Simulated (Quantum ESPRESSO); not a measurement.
**Ba2FeMoO6: which magnetic order is lowest**

Does Ba2FeMoO6 prefer parallel or opposed moments?

Program: Quantum ESPRESSO 7.5. Level of theory: LDA; plane waves with GBRV 1.5 LDA potentials, no spin-orbit coupling. Results are calculated unless marked as measured.

**1. Set-up**

It takes space group Fm-3m (No. 225, cubic). The conventional cell has a = 8.069 Å, b = 8.069 Å, c = 8.069 Å, α = 90.00°, β = 90.00°, γ = 90.00°. Ba has 12 O at 2.85 Å nearest. Nearest to Fe lie 6 O at 2.07 Å. Mo has 6 O at 1.96 Å nearest. O has 1 Mo at 1.96 Å and 1 Fe at 2.07 Å and 4 Ba at 2.85 Å nearest. Farther neighbours and most contacts between anions are not listed.

The cell comes from the Crystallography Open Database.

**2. Run 1 (ferro ++)**

The signs are those of the starting moments on the seeded atoms, the atoms that are given a moment.

pw.in

```
&CONTROL
  calculation = 'scf'
  prefix = 'pwscf'
  outdir = './tmp'
  pseudo_dir = './pseudo'
  disk_io = 'nowf'
/
&SYSTEM
  ibrav = 0
  celldm(1) = 8
  nat = 10
  ntyp = 4
  ecutwfc = 40
  ecutrho = 280
  nbnd = 60
  occupations = 'smearing'
  smearing = 'fd'
  degauss = 0.00367493
  nspin = 2
  starting_magnetization(1) = 0
  starting_magnetization(2) = 0.25
  starting_magnetization(3) = 0.1429
  starting_magnetization(4) = 0
/
&ELECTRONS
  conv_thr = 2d-08
  electron_maxstep = 150
  mixing_beta = 0.3
/
ATOMIC_SPECIES
Ba    137.3270 ba_lda_v1.uspp.F.UPF
Fe     55.8450 fe_lda_v1.5.uspp.F.UPF
Mo     95.9500 mo_lda_v1.uspp.F.UPF
O      15.9990 o_lda_v1.2.uspp.F.UPF
CELL_PARAMETERS alat
   0.0000000000000    0.9530125062253    0.9530125062253
   0.9530125062253    0.0000000000000    0.9530125062253
   0.9530125062253    0.9530125062253    0.0000000000000
ATOMIC_POSITIONS crystal
Ba      0.2500000000    0.2500000000    0.2500000000
Ba      0.7500000000    0.7500000000    0.7500000000
Fe      0.5000000000    0.5000000000    0.5000000000
Mo      0.0000000000    0.0000000000    0.0000000000
O       0.7568000000    0.2432000000    0.2432000000
O       0.2432000000    0.7568000000    0.2432000000
O       0.2432000000    0.7568000000    0.7568000000
O       0.7568000000    0.2432000000    0.7568000000
O       0.2432000000    0.2432000000    0.7568000000
O       0.7568000000    0.7568000000    0.2432000000
K_POINTS automatic
4 4 4 0 0 0
```

On the command line:

```console
> OMP_NUM_THREADS=1 mpirun -n 4 pw.x -nk 4 -in pw.in > pw.out
```

The log of the run:

```text
Program PWSCF v.7.5 starts

     Message from routine setup:
     using ibrav=0 with symmetry is DISCOURAGED, use correct ibrav instead

     K-points division:     npool     =       4
     Subspace diagonalization in iterative solution of the eigenvalue problem:

     G-vector sticks info
     --------------------
     sticks:   dense  smooth     PW     G-vecs:    dense   smooth      PW
     Sum        2233    1285    367                70049    30395    4645

     Using Slab Decomposition

     bravais-lattice index     =            0
     lattice parameter (alat)  =       8.0000  a.u.
     unit-cell volume          =     886.3306 (a.u.)^3
     number of atoms/cell      =           10
     number of atomic types    =            4
     number of electrons       =        86.00
     number of Kohn-Sham states=           60
     kinetic-energy cutoff     =      40.0000  Ry
     charge density cutoff     =     280.0000  Ry
     scf convergence threshold =      2.0E-08
     mixing beta               =       0.3000
     number of iterations used =            8  plain     mixing
     Exchange-correlation= SLA  PZ   NOGX NOGC
                           (   1   1   0   0   0   0   0)

     celldm(1)=   8.000000  celldm(2)=   0.000000  celldm(3)=   0.000000
     celldm(4)=   0.000000  celldm(5)=   0.000000  celldm(6)=   0.000000

     crystal axes: (cart. coord. in units of alat)
               a(1) = (   0.000000   0.953013   0.953013 )
               a(2) = (   0.953013   0.000000   0.953013 )
               a(3) = (   0.953013   0.953013   0.000000 )

     reciprocal axes: (cart. coord. in units 2 pi/alat)
               b(1) = ( -0.524652  0.524652  0.524652 )
               b(2) = (  0.524652 -0.524652  0.524652 )
               b(3) = (  0.524652  0.524652 -0.524652 )

     PseudoPot. # 1 for Ba read from file:
     ba_lda_v1.uspp.F.UPF
     Pseudo is Ultrasoft + core correction, Zval = 10.0
     Generated by new atomic code, or converted to UPF format
     Using radial grid of  907 points,  7 beta functions with:
                l(1) =   0
                l(2) =   0
                l(3) =   1
                l(4) =   1
                l(5) =   2
                l(6) =   2
                l(7) =   3
     Q(r) pseudized with  6 coefficients,  rinner =    1.700   1.700   1.700
                                                       1.700   1.700   1.700
                                                       1.700

     PseudoPot. # 2 for Fe read from file:
     fe_lda_v1.5.uspp.F.UPF
     Pseudo is Ultrasoft + core correction, Zval = 16.0
     Generated by new atomic code, or converted to UPF format
     Using radial grid of  861 points,  6 beta functions with:
                l(1) =   0
                l(2) =   0
                l(3) =   1
                l(4) =   1
                l(5) =   2
                l(6) =   2
     Q(r) pseudized with  8 coefficients,  rinner =    1.000   1.000   1.000
                                                       1.000   1.000

     PseudoPot. # 3 for Mo read from file:
     mo_lda_v1.uspp.F.UPF
     Pseudo is Ultrasoft + core correction, Zval = 14.0
     Generated by new atomic code, or converted to UPF format
     Using radial grid of  889 points,  6 beta functions with:
                l(1) =   0
                l(2) =   0
                l(3) =   1
                l(4) =   1
                l(5) =   2
                l(6) =   2
     Q(r) pseudized with  6 coefficients,  rinner =    1.000   1.000   1.000
                                                       1.000   1.000

     PseudoPot. # 4 for O  read from file:
     o_lda_v1.2.uspp.F.UPF
     Pseudo is Ultrasoft + core correction, Zval =  6.0
     Generated by new atomic code, or converted to UPF format
     Using radial grid of  737 points,  5 beta functions with:
                l(1) =   0
                l(2) =   0
                l(3) =   1
                l(4) =   1
                l(5) =   2
     Q(r) pseudized with  8 coefficients,  rinner =    0.900   0.900   0.900
                                                       0.900   0.900

     atomic species   valence    mass     pseudopotential
     Ba               10.00   137.32700     Ba( 1.00)
     Fe               16.00    55.84500     Fe( 1.00)
     Mo               14.00    95.95000     Mo( 1.00)
     O                 6.00    15.99900     O ( 1.00)

     Starting magnetic structure
     atomic species   magnetization
     Ba              0.000
     Fe              0.250
     Mo              0.143
     O               0.000

     48 Sym. Ops., with inversion, found

   Cartesian axes

     site n.     atom                  positions (alat units)
         1        Ba     tau(   1) = (   0.4765063   0.4765063   0.4765063  )
         2        Ba     tau(   2) = (   1.4295188   1.4295188   1.4295188  )
         3        Fe     tau(   3) = (   0.9530125   0.9530125   0.9530125  )
         4        Mo     tau(   4) = (   0.0000000   0.0000000   0.0000000  )
         5        O      tau(   5) = (   0.4635453   0.9530125   0.9530125  )
         6        O      tau(   6) = (   0.9530125   0.4635453   0.9530125  )
         7        O      tau(   7) = (   1.4424797   0.9530125   0.9530125  )
         8        O      tau(   8) = (   0.9530125   1.4424797   0.9530125  )
         9        O      tau(   9) = (   0.9530125   0.9530125   0.4635453  )
        10        O      tau(  10) = (   0.9530125   0.9530125   1.4424797  )

     number of k points=     8  Fermi-Dirac smearing, width (Ry)=  0.0037
                       cart. coord. in units 2pi/alat
        k(    1) = (   0.0000000   0.0000000   0.0000000), wk =   0.0156250
        k(    2) = (   0.1311630   0.1311630  -0.1311630), wk =   0.1250000
        k(    3) = (  -0.2623260  -0.2623260   0.2623260), wk =   0.0625000
        k(    4) = (   0.2623260   0.0000000   0.0000000), wk =   0.0937500
        k(    5) = (  -0.1311630  -0.3934891   0.3934891), wk =   0.3750000
        k(    6) = (   0.0000000  -0.2623260   0.2623260), wk =   0.1875000
        k(    7) = (  -0.5246521   0.0000000   0.0000000), wk =   0.0468750
        k(    8) = (  -0.5246521   0.2623260   0.0000000), wk =   0.0937500

     Dense  grid:    70049 G-vectors     FFT dimensions: (  60,  60,  60)

     Smooth grid:    30395 G-vectors     FFT dimensions: (  45,  45,  45)

     Check: negative core charge=   -0.000012
     Generating pointlists ...
     new r_m :   0.2780 (alat units)  2.2242 (a.u.) for type    1
     new r_m :   0.2019 (alat units)  1.6152 (a.u.) for type    2
     new r_m :   0.1912 (alat units)  1.5297 (a.u.) for type    3
     new r_m :   0.1912 (alat units)  1.5297 (a.u.) for type    4

     Initial potential from superposition of free atoms

     starting charge      84.9737, renormalised to      86.0000

     negative rho (up, down):  9.848E-02 9.861E-02
     Starting wfcs are   76 randomized atomic wfcs

     Self-consistent Calculation

     iteration #  1     ecut=    40.00 Ry     beta= 0.30
     Davidson diagonalization with overlap
     ethr =  1.00E-02,  avg # of iterations =  2.2

     negative rho (up, down):  9.592E-02 9.600E-02

     total energy              =    -723.82449479 Ry
     estimated scf accuracy    <       4.79605065 Ry

     total magnetization       =     4.00 Bohr mag/cell
     absolute magnetization    =     4.00 Bohr mag/cell

     iteration #  2     ecut=    40.00 Ry     beta= 0.30
     Davidson diagonalization with overlap
     ethr =  5.58E-03,  avg # of iterations =  2.2

     negative rho (up, down):  9.527E-02 9.532E-02

     total energy              =    -722.26634948 Ry
     estimated scf accuracy    <      26.74699738 Ry

     total magnetization       =     0.00 Bohr mag/cell
     absolute magnetization    =     0.82 Bohr mag/cell

     iteration #  3     ecut=    40.00 Ry     beta= 0.30
     Davidson diagonalization with overlap
     ethr =  5.58E-03,  avg # of iterations =  2.0

     negative rho (up, down):  9.409E-02 9.416E-02

     total energy              =    -724.94947121 Ry
     estimated scf accuracy    <       5.63771218 Ry

     total magnetization       =     2.57 Bohr mag/cell
     absolute magnetization    =     2.63 Bohr mag/cell

     [... further iterations left out ...]

     iteration # 12     ecut=    40.00 Ry     beta= 0.30
     Davidson diagonalization with overlap
     ethr =  3.86E-08,  avg # of iterations =  1.2

     negative rho (up, down):  8.970E-02 8.942E-02

     total energy              =    -725.10491054 Ry
     estimated scf accuracy    <       0.00000372 Ry

     total magnetization       =     4.00 Bohr mag/cell
     absolute magnetization    =     4.61 Bohr mag/cell

     iteration # 13     ecut=    40.00 Ry     beta= 0.30
     Davidson diagonalization with overlap
     ethr =  4.33E-09,  avg # of iterations =  2.0

     negative rho (up, down):  8.970E-02 8.941E-02

     total energy              =    -725.10491115 Ry
     estimated scf accuracy    <       0.00000022 Ry

     total magnetization       =     4.00 Bohr mag/cell
     absolute magnetization    =     4.61 Bohr mag/cell

     iteration # 14     ecut=    40.00 Ry     beta= 0.30
     Davidson diagonalization with overlap
     ethr =  2.54E-10,  avg # of iterations =  2.0

     negative rho (up, down):  8.971E-02 8.941E-02

     total energy              =    -725.10491124 Ry
     estimated scf accuracy    <       0.00000011 Ry

     total magnetization       =     4.00 Bohr mag/cell
     absolute magnetization    =     4.61 Bohr mag/cell

     iteration # 15     ecut=    40.00 Ry     beta= 0.30
     Davidson diagonalization with overlap
     ethr =  1.24E-10,  avg # of iterations =  1.6

     negative rho (up, down):  8.971E-02 8.941E-02

     Magnetic moment per site  (integrated on atomic sphere of radius R)
     atom   1 (R=0.278)  charge=  6.8999  magn= -0.0050
     atom   2 (R=0.278)  charge=  6.8999  magn= -0.0050
     atom   3 (R=0.202)  charge= 13.2892  magn=  3.5102
     atom   4 (R=0.191)  charge=  8.8764  magn= -0.1536
     atom   5 (R=0.191)  charge=  5.3668  magn=  0.0843
     atom   6 (R=0.191)  charge=  5.3668  magn=  0.0843
     atom   7 (R=0.191)  charge=  5.3668  magn=  0.0843
     atom   8 (R=0.191)  charge=  5.3668  magn=  0.0843
     atom   9 (R=0.191)  charge=  5.3668  magn=  0.0843
     atom  10 (R=0.191)  charge=  5.3668  magn=  0.0843

     End of self-consistent calculation

     [... lines left out ...]
     the Fermi energy is    12.2279 ev

!    total energy              =    -725.10491126 Ry
     estimated scf accuracy    <       0.00000001 Ry
     smearing contrib. (-TS)   =      -0.00083715 Ry
     internal energy E=F+TS    =    -725.10407411 Ry

     The total energy is F=E-TS. E is the sum of the following terms:
     one-electron contribution =    -282.54872894 Ry
     hartree contribution      =     191.89161583 Ry
     xc contribution           =    -146.86527665 Ry
     ewald contribution        =    -487.58168434 Ry

     total magnetization       =     4.00 Bohr mag/cell
     absolute magnetization    =     4.61 Bohr mag/cell

     convergence has been achieved in  15 iterations

=------------------------------------------------------------------------------=
   JOB DONE.
=------------------------------------------------------------------------------=
```

Wall time 37 s (4 MPI ranks of Arm Neoverse V2, shared host); peak memory 0.98 GiB.

Spin moment in the atom's sphere by atom:

```csv
atom,spin moment in the atom's sphere (μB)
Ba1,-0.01
Ba2,-0.01
Fe3,3.51
Mo4,-0.15
O5,0.08
O6,0.08
O7,0.08
O8,0.08
O9,0.08
O10,0.08
```

This step gave:

```
smearing term TS       : 0.01139 eV
magnetization          : 4 μB
absolute magnetization : 4.612 μB
final state            : ferrimagnetic
```

The typed signs were not kept.

(Part 1 of 3 ends here.)

[Logs and program files are shortened in this print: banners, set-up blocks, solver, clock and traceback lines can be left out without a mark of their own.]

[Logs are printed without paths, hosts, clocks, repeated set-up lines and the standing remarks that a program may print on its own settings, such as how far it seeks lower states.]

[Hosts, paths, dates, database ids (printed as entryN), source tags and the programs' standing remarks are cut or masked in the printed files.]

[Where a cell is said to come from a database of computed structures, the database is the Materials Project.]
